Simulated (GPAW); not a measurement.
**Hf2CO2 MXene monolayer: work function by functional and basis**

Aim: the work function of both faces of Hf2CO2 MXene monolayer, and its spread over functionals and bases. Where a layer proves gapped, the work function hangs on where the smearing puts the Fermi level, and the band edges take its place.

Method: GPAW, PAW setups; layer in a repeated cell with vacuum, relaxation of atoms and in-plane cell, in the first sound run; inputs show where later runs differ, in GPAW 26.7.0.

Most raw output is cut from this account.

## Step 1: The structure

The cell holds 5 atoms: 2 O, 2 Hf and 1 C. Cell: a = 3.289 Å, b = 3.289 Å, c = 18.953 Å, α = 90.0°, β = 90.0°, γ = 120.0°. Vacuum lies along c.

## Step 2: Relaxing the atoms

Forces are removed first; all later runs use this geometry.

run.py reads:

```python
import json
import numpy as np
from ase import Atoms
from ase.filters import FrechetCellFilter
from ase.optimize import BFGS
from gpaw import GPAW, PW

slab = Atoms(
    ['O', 'Hf', 'C', 'Hf', 'O'],
    positions=[
        [-0.00000, 1.89891, 7.00000],
        [1.64450, 0.94945, 8.17872],
        [0.00000, 0.00000, 9.47647],
        [-0.00000, 1.89891, 10.77423],
        [1.64450, 0.94945, 11.95295]],
    cell=[[3.289, 0.0, 0.0], [-1.6445, 2.84836, 0.0], [0.0, 0.0, 18.9529]],
    pbc=[True, True, True])

slab.calc = GPAW(mode=PW(600), xc='PBE', kpts={'size': (12, 12, 1), 'gamma': True},
                 occupations={'name': 'fermi-dirac', 'width': 0.05}, nbands='160%',
                 convergence={'density': 1e-05}, maxiter=200,
                 symmetry={'tolerance': 1e-3}, txt='slab.txt')
result = {}
# The in-plane cell is free; stress needs a cell that repeats along all three vectors
path = []
opt = BFGS(FrechetCellFilter(slab, mask=[1, 1, 0, 0, 0, 1]), maxstep=0.2)
opt.attach(lambda: path.append((slab.get_potential_energy(), slab.positions.tolist(), slab.get_forces().tolist())))
result['relaxed'] = bool(opt.run(fmax=0.02, steps=45))
result['path'] = path
result['cell'] = slab.cell.tolist()
print('in-plane lattice', slab.cell.cellpar().round(4)[[0, 1, 5]])
energy = slab.get_potential_energy()
fermi = slab.calc.get_fermi_level()
v = slab.calc.get_electrostatic_potential().mean((0, 1)) - fermi
n = slab.calc.get_pseudo_density().mean((0, 1))
L = slab.cell[2, 2]
z = np.arange(len(v)) * L / len(v)
low, high = slab.positions[:, 2].min(), slab.positions[:, 2].max()
below, above = np.interp([low - 4.8, high + 4.8], z, v)
slopes = [np.interp(x, z, np.gradient(v, z)) for x in (low - 4.8, high + 4.8)]
eps = np.array([[slab.calc.get_eigenvalues(k, s) for k in range(len(slab.calc.get_ibz_k_points()))]
                for s in range(slab.calc.get_number_of_spins())]) - fermi
top, bottom = eps[eps < 0].max(), eps[eps > 0].min()
dipole = slab.get_dipole_moment()[2]
print(f'energy {energy:.4f} eV, Fermi level {fermi:.4f} eV, dipole {dipole:.5f} e A')
print(f'potential 4.8 A off the faces, from the Fermi level: lower {below:.4f} eV, upper {above:.4f} eV')
print(f'slope of the potential there: lower {slopes[0]:.5f}, upper {slopes[1]:.5f} eV/A')
print(f'nearest levels on the mesh: {top:.4f} and {bottom:.4f} eV')
print('magnetic moment', round(slab.get_magnetic_moment(), 3))
result.update(energy=energy, fermi=fermi, dipole=dipole, below=below, above=above, slopes=slopes, edges=[top, bottom],
              z=z.tolist(), v=v.tolist(), n=n.tolist(), positions=slab.positions.tolist(),
              forces=slab.get_forces(apply_constraint=False).tolist(), moments=slab.get_magnetic_moments().tolist())
json.dump(result, open('result.json', 'w'))
```

Launch:

```sh
> OMP_NUM_THREADS=1 OPENBLAS_NUM_THREADS=1 python run.py
```

Wall time 4.6 min (1 thread of AMD EPYC 9R14 (Zen 4), shared host); peak memory 0.48 GiB.

Numbers from this step:

```
dipole along the normal                    : 5.73e-4 e·Å
levels nearest the Fermi level on the mesh : -0.4649, 0.5071 eV from the Fermi level
```

Electrostatic potential energy of an electron (without an applied field's), less the Fermi level, planar mean against z:

| z (Å) | electrostatic potential energy of an electron (without an applied field's), less the Fermi level, planar mean (eV) |
| --- | --- |
| 0 | 4.97 |
| 1 | 4.97 |
| 2 | 4.97 |
| 3 | 4.97 |
| 4 | 4.97 |
| 5 | 4.95 |
| 6 | 4.52 |
| 7 | -8.77 |
| 8 | -21.8 |
| 9 | -5.59 |
| 10 | -5.68 |
| 11 | -21.3 |
| 12 | -7.25 |
| 13 | 4.58 |
| 14 | 4.95 |
| 15 | 4.96 |
| 16 | 4.96 |
| 17 | 4.97 |
| 18 | 4.97 |

The pseudo valence density, planar mean by z:

| z (Å) | pseudo valence density, planar mean (e/Å³) |
| --- | --- |
| 4 | 3.5e-5 |
| 5 | 9.7e-4 |
| 6 | 0.0309 |
| 7 | 0.767 |
| 8 | 1.13 |
| 9 | 0.451 |
| 10 | 0.445 |
| 11 | 1.10 |
| 12 | 0.707 |
| 13 | 0.0255 |
| 14 | 8.2e-4 |
| 15 | 3.0e-5 |

The relaxation lowered the energy of the cell by 0.910 eV (energies extrapolated to zero smearing; the optimiser's log prints free energies). The largest force left on a free atom is 0.015 eV/Å.

## Step 3: Plane waves, PBE

With the geometry fixed, the planar mean of the potential gives the vacuum level on each side.

This step: GPAW, PAW setups; slab in vacuum (GPAW 26.7.0).

The cell differs from the one that the last finished run ended in (c 18.953 → 18.652 Å).

run.py, as its differences from that of step 2:

```diff
@@ -3,4 +3,2 @@
 from ase import Atoms
-from ase.filters import FrechetCellFilter
-from ase.optimize import BFGS
 from gpaw import GPAW, PW
@@ -10,23 +8,16 @@
     positions=[
-        [-0.00000, 1.89891, 7.00000],
-        [1.64450, 0.94945, 8.17872],
-        [0.00000, 0.00000, 9.47647],
-        [-0.00000, 1.89891, 10.77423],
-        [1.64450, 0.94945, 11.95295]],
-    cell=[[3.289, 0.0, 0.0], [-1.6445, 2.84836, 0.0], [0.0, 0.0, 18.9529]],
-    pbc=[True, True, True])
+        [-0.00000, 1.88229, 7.00000],
+        [1.63011, 0.94114, 7.94433],
+        [-0.00000, -0.00000, 9.32592],
+        [-0.00000, 1.88229, 10.70752],
+        [1.63011, 0.94114, 11.65184]],
+    cell=[[3.26022, -0.0, 0.0], [-1.63011, 2.82343, 0.0], [0.0, 0.0, 18.6518]],
+    pbc=[True, True, False])
 
-slab.calc = GPAW(mode=PW(600), xc='PBE', kpts={'size': (12, 12, 1), 'gamma': True},
+slab.calc = GPAW(mode=PW(500), xc='PBE', kpts={'size': (12, 12, 1), 'gamma': True},
                  occupations={'name': 'fermi-dirac', 'width': 0.05}, nbands='160%',
                  convergence={'density': 1e-05}, maxiter=200,
+                 poissonsolver={'dipolelayer': 'xy'},
                  symmetry={'tolerance': 1e-3}, txt='slab.txt')
 result = {}
-# The in-plane cell is free; stress needs a cell that repeats along all three vectors
-path = []
-opt = BFGS(FrechetCellFilter(slab, mask=[1, 1, 0, 0, 0, 1]), maxstep=0.2)
-opt.attach(lambda: path.append((slab.get_potential_energy(), slab.positions.tolist(), slab.get_forces().tolist())))
-result['relaxed'] = bool(opt.run(fmax=0.02, steps=45))
-result['path'] = path
-result['cell'] = slab.cell.tolist()
-print('in-plane lattice', slab.cell.cellpar().round(4)[[0, 1, 5]])
 energy = slab.get_potential_energy()
```

Elapsed: 33 s, on 1 thread; peak memory 0.24 GiB.

This step gave:

| Property | Result |
| --- | --- |
| dipole along the normal | 5.23e-4 e·Å |
| levels nearest the Fermi level on the mesh | -0.4633, 0.5057 eV from the Fermi level |
| upper work function | 4.955 eV |
| lower work function | 4.968 eV |
| upper ionisation energy | 5.418 eV |

Table of electrostatic potential energy of an electron (without an applied field's), less the Fermi level, planar mean by z:

| z (Å) | electrostatic potential energy of an electron (without an applied field's), less the Fermi level, planar mean (eV) |
| --- | --- |
| 0.0 | 4.96 |
| 0.5 | 4.97 |
| 1.0 | 4.97 |
| 1.5 | 4.97 |
| 2.0 | 4.97 |
| 2.5 | 4.97 |
| 3.0 | 4.97 |
| 3.5 | 4.97 |
| 4.0 | 4.97 |
| 4.5 | 4.96 |
| 5.0 | 4.94 |
| 5.5 | 4.83 |
| 6.0 | 4.21 |
| 6.5 | 0.462 |
| 7.0 | -12.3 |
| 7.5 | -15.3 |
| 8.0 | -22.0 |
| 8.5 | -10.4 |
| 9.0 | -6.26 |
| 9.5 | -8.25 |
| 10.0 | -7.29 |
| 10.5 | -19.7 |
| 11.0 | -18.5 |
| 11.5 | -13.1 |
| 12.0 | -2.70 |
| 12.5 | 3.66 |
| 13.0 | 4.72 |
| 13.5 | 4.91 |
| 14.0 | 4.94 |
| 14.5 | 4.95 |
| 15.0 | 4.95 |
| 15.5 | 4.95 |
| 16.0 | 4.95 |
| 16.5 | 4.95 |
| 17.0 | 4.95 |
| 17.5 | 4.96 |
| 18.0 | 4.96 |
| 18.5 | 4.96 |

The pseudo valence density, planar mean by z:

| z (Å) | pseudo valence density, planar mean (e/Å³) |
| --- | --- |
| 4 | 5.9e-5 |
| 5 | 0.00163 |
| 6 | 0.0551 |
| 7 | 0.873 |
| 8 | 1.14 |
| 9 | 0.467 |
| 10 | 0.474 |
| 11 | 0.974 |
| 12 | 0.513 |
| 13 | 0.0154 |
| 14 | 5.0e-4 |
| 15 | 1.9e-5 |

The layer is gapped, so the Fermi level lies somewhere inside the gap, set by smearing and numerics, and these work functions are no property of the material; the band edges below the vacuum level are. The potential is flat to 0.001 eV/Å where it is read, so the vacuum is wide enough.

## Step 4: Self-consistent run: xc = "revPBE"

The same geometry under revPBE, to see how far the functional moves the levels against the vacuum.

run.py, as its differences from that of step 3:

```diff
@@ -16,3 +16,3 @@
 
-slab.calc = GPAW(mode=PW(500), xc='PBE', kpts={'size': (12, 12, 1), 'gamma': True},
+slab.calc = GPAW(mode=PW(500), xc='revPBE', kpts={'size': (12, 12, 1), 'gamma': True},
                  occupations={'name': 'fermi-dirac', 'width': 0.05}, nbands='160%',
```

Elapsed: 33 s, on 1 thread; peak memory 0.25 GiB.

Numbers from this step:

```
dipole along the normal                    : 5.22e-4 e·Å
levels nearest the Fermi level on the mesh : -0.4747, 0.5170 eV from the Fermi level
upper work function                        : 4.802 eV
lower work function                        : 4.815 eV
upper ionisation energy                    : 5.277 eV
```

Electrostatic potential energy of an electron (without an applied field's), less the Fermi level, planar mean against z:

| z (Å) | electrostatic potential energy of an electron (without an applied field's), less the Fermi level, planar mean (eV) |
| --- | --- |
| 0.0 | 4.81 |
| 0.5 | 4.82 |
| 1.0 | 4.82 |
| 1.5 | 4.82 |
| 2.0 | 4.81 |
| 2.5 | 4.81 |
| 3.0 | 4.81 |
| 3.5 | 4.81 |
| 4.0 | 4.81 |
| 4.5 | 4.81 |
| 5.0 | 4.79 |
| 5.5 | 4.68 |
| 6.0 | 4.07 |
| 6.5 | 0.334 |
| 7.0 | -12.4 |
| 7.5 | -15.4 |
| 8.0 | -22.1 |
| 8.5 | -10.5 |
| 9.0 | -6.35 |
| 9.5 | -8.34 |
| 10.0 | -7.39 |
| 10.5 | -19.8 |
| 11.0 | -18.6 |
| 11.5 | -13.3 |
| 12.0 | -2.82 |
| 12.5 | 3.52 |
| 13.0 | 4.57 |
| 13.5 | 4.76 |
| 14.0 | 4.79 |
| 14.5 | 4.80 |
| 15.0 | 4.80 |
| 15.5 | 4.80 |
| 16.0 | 4.80 |
| 16.5 | 4.80 |
| 17.0 | 4.80 |
| 17.5 | 4.80 |
| 18.0 | 4.80 |
| 18.5 | 4.81 |

The pseudo valence density, planar mean by z:

z (Å), pseudo valence density, planar mean (e/Å³) and a bar:
```
      4.0       0.00 
      4.5       0.00 
      5.0       0.00 
      5.5       0.01 
      6.0       0.05 #
      6.5       0.33 #########
      7.0       0.87 #######################
      7.5       0.88 #######################
      8.0       1.14 ##############################
      8.5       0.55 ###############
      9.0       0.47 ############
      9.5       0.48 #############
     10.0       0.47 ############
     10.5       0.97 ##########################
     11.0       0.97 ##########################
     11.5       0.88 #######################
     12.0       0.51 ##############
     12.5       0.10 ###
     13.0       0.02 
     13.5       0.00 
     14.0       0.00 
     14.5       0.00
```

Force by atom:

| atom | x (eV/Å) | y (eV/Å) | z (eV/Å) | size |
| --- | --- | --- | --- | --- |
| O1 | 0.000 | 0.000 | -0.227 | 0.227 |
| Hf2 | 0.000 | 0.000 | 0.078 | 0.078 |
| C3 | 0.000 | 0.000 | 0.000 | 0.000 |
| Hf4 | 0.000 | 0.000 | -0.078 | 0.078 |
| O5 | 0.000 | 0.000 | 0.227 | 0.227 |

The highest filled level lies 0.475 eV under the Fermi level, so the ionisation energy from the upper face is 4.802 + 0.475 = 5.277 eV, against 5.418 eV in the base run.

## Step 5: Self-consistent run: xc = "LDA"

The same geometry under LDA, to see how far the functional moves the levels against the vacuum.

run.py, as its differences from that of step 4:

```diff
@@ -16,3 +16,3 @@
 
-slab.calc = GPAW(mode=PW(500), xc='revPBE', kpts={'size': (12, 12, 1), 'gamma': True},
+slab.calc = GPAW(mode=PW(500), xc='LDA', kpts={'size': (12, 12, 1), 'gamma': True},
                  occupations={'name': 'fermi-dirac', 'width': 0.05}, nbands='160%',
```

Run time: 33 s. Hardware: 1 thread; peak memory 0.24 GiB.

Numbers from this step:

* dipole along the normal: 5.24e-4 e·Å
* levels nearest the Fermi level on the mesh: -0.4194, 0.4622 eV from the Fermi level
* upper work function: 5.357 eV
* lower work function: 5.370 eV
* upper ionisation energy: 5.776 eV

Table of electrostatic potential energy of an electron (without an applied field's), less the Fermi level, planar mean by z:

z (Å), electrostatic potential energy of an electron (without an applied field's), less the Fermi level, planar mean (eV) and a bar from the least value:
```
        0        5.4 ##############################
        1        5.4 ##############################
        2        5.4 ##############################
        3        5.4 ##############################
        4        5.4 ##############################
        5        5.3 ##############################
        6        4.6 #############################
        7      -11.9 ###########
        8      -21.6 
        9       -5.9 #################
       10       -6.9 ################
       11      -18.1 ####
       12       -2.3 #####################
       13        5.1 ##############################
       14        5.3 ##############################
       15        5.4 ##############################
       16        5.4 ##############################
       17        5.4 ##############################
       18        5.4 ##############################
```

The highest filled level lies 0.419 eV under the Fermi level, so the ionisation energy from the upper face is 5.357 + 0.419 = 5.776 eV, against 5.418 eV in the base run.

## Step 6: Self-consistent run: xc = "RPBE"

The same geometry under RPBE, to see how far the functional moves the levels against the vacuum.

run.py, as its differences from that of step 5:

```diff
@@ -16,3 +16,3 @@
 
-slab.calc = GPAW(mode=PW(500), xc='LDA', kpts={'size': (12, 12, 1), 'gamma': True},
+slab.calc = GPAW(mode=PW(500), xc='RPBE', kpts={'size': (12, 12, 1), 'gamma': True},
                  occupations={'name': 'fermi-dirac', 'width': 0.05}, nbands='160%',
```

Run time: 35 s. Hardware: 1 thread; peak memory 0.24 GiB.

This step gave:

- dipole along the normal: 5.22e-4 e·Å
- levels nearest the Fermi level on the mesh: -0.4796, 0.5219 eV from the Fermi level
- upper work function: 4.788 eV
- lower work function: 4.801 eV
- upper ionisation energy: 5.268 eV

The highest filled level lies 0.480 eV under the Fermi level, so the ionisation energy from the upper face is 4.788 + 0.480 = 5.268 eV, against 5.418 eV in the base run.

## Step 7: OptPBE vdW: xc = "optPBE-vdW"

The same geometry under optPBE-vdW, to see how far the functional moves the levels against the vacuum (the van der Waals functionals take revPBE setups).

run.py, as its differences from that of step 6:

```diff
@@ -16,3 +16,3 @@
 
-slab.calc = GPAW(mode=PW(500), xc='RPBE', kpts={'size': (12, 12, 1), 'gamma': True},
+slab.calc = GPAW(mode=PW(500), xc='optPBE-vdW', kpts={'size': (12, 12, 1), 'gamma': True},
                  occupations={'name': 'fermi-dirac', 'width': 0.05}, nbands='160%',
```

Elapsed: 43 s, on 1 thread; peak memory 0.41 GiB.

Numbers from this step:

```
levels nearest the Fermi level on the mesh : -0.4884, 0.5309 eV from the Fermi level
upper work function                        : 5.185 eV
lower work function                        : 5.199 eV
upper ionisation energy                    : 5.674 eV
```

The highest filled level lies 0.488 eV under the Fermi level, so the ionisation energy from the upper face is 5.185 + 0.488 = 5.674 eV, against 5.418 eV in the base run.

## Step 8: Self-consistent run: xc = "vdW-DF2"

The same geometry under vdW-DF2, to see how far the functional moves the levels against the vacuum (the van der Waals functionals take revPBE setups).

run.py, as its differences from that of step 7:

```diff
@@ -16,3 +16,3 @@
 
-slab.calc = GPAW(mode=PW(500), xc='optPBE-vdW', kpts={'size': (12, 12, 1), 'gamma': True},
+slab.calc = GPAW(mode=PW(500), xc='vdW-DF2', kpts={'size': (12, 12, 1), 'gamma': True},
                  occupations={'name': 'fermi-dirac', 'width': 0.05}, nbands='160%',
```

It took 43 s on 1 thread; peak memory 0.41 GiB.

This step gave:

```yaml
levels_nearest_the_fermi_level_on_the_mesh: -0.5267, 0.5692 eV from the Fermi level
upper_work_function: 5.387 eV
lower_work_function: 5.400 eV
upper_ionisation_energy: 5.913 eV
```

The highest filled level lies 0.527 eV under the Fermi level, so the ionisation energy from the upper face is 5.387 + 0.527 = 5.913 eV, against 5.418 eV in the base run.

## Step 9: Real-space grid: mode = "fd"

A real-space grid is a second complete basis, so it checks the plane-wave result.

run.py, as its differences from that of step 8:

```diff
@@ -3,3 +3,3 @@
 from ase import Atoms
-from gpaw import GPAW, PW
+from gpaw import GPAW
 
@@ -16,3 +16,3 @@
 
-slab.calc = GPAW(mode=PW(500), xc='vdW-DF2', kpts={'size': (12, 12, 1), 'gamma': True},
+slab.calc = GPAW(mode='fd', h=0.18, xc='PBE', kpts={'size': (12, 12, 1), 'gamma': True},
                  occupations={'name': 'fermi-dirac', 'width': 0.05}, nbands='160%',
```

Wall time 97 s (1 thread); peak memory 0.58 GiB.

This step gave:

| Quantity | Value |
| --- | --- |
| dipole along the normal | 6.69e-4 e·Å |
| levels nearest the Fermi level on the mesh | -0.4647, 0.5103 eV from the Fermi level |
| upper work function | 4.963 eV |
| lower work function | 4.976 eV |
| upper ionisation energy | 5.428 eV |

The electrostatic potential energy of an electron (without an applied field's), less the Fermi level, planar mean by z:

z (Å), electrostatic potential energy of an electron (without an applied field's), less the Fermi level, planar mean (eV) and a bar from the least value:
```
        0        5.0 ##############################
        1        5.0 ##############################
        2        5.0 ##############################
        3        5.0 ##############################
        4        5.0 ##############################
        5        5.0 ##############################
        6        4.2 #############################
        7      -12.4 ###########
        8      -22.0 
        9       -6.2 ##################
       10       -7.3 ################
       11      -18.5 ####
       12       -2.7 #####################
       13        4.7 ##############################
       14        5.0 ##############################
       15        5.0 ##############################
       16        5.0 ##############################
       17        5.0 ##############################
       18        5.0 ##############################
```

The highest filled level lies 0.465 eV under the Fermi level, so the ionisation energy from the upper face is 4.963 + 0.465 = 5.428 eV, against 5.418 eV in the base run.

(Continued in part 2 of 2.)

[Logs are printed without paths, hosts, clocks, repeated set-up lines and the standing remarks that a program may print on its own settings, such as how far it seeks lower states.]

[Hosts, paths, dates, database ids (printed as entryN), source tags and the programs' standing remarks are cut or masked in the printed files.]
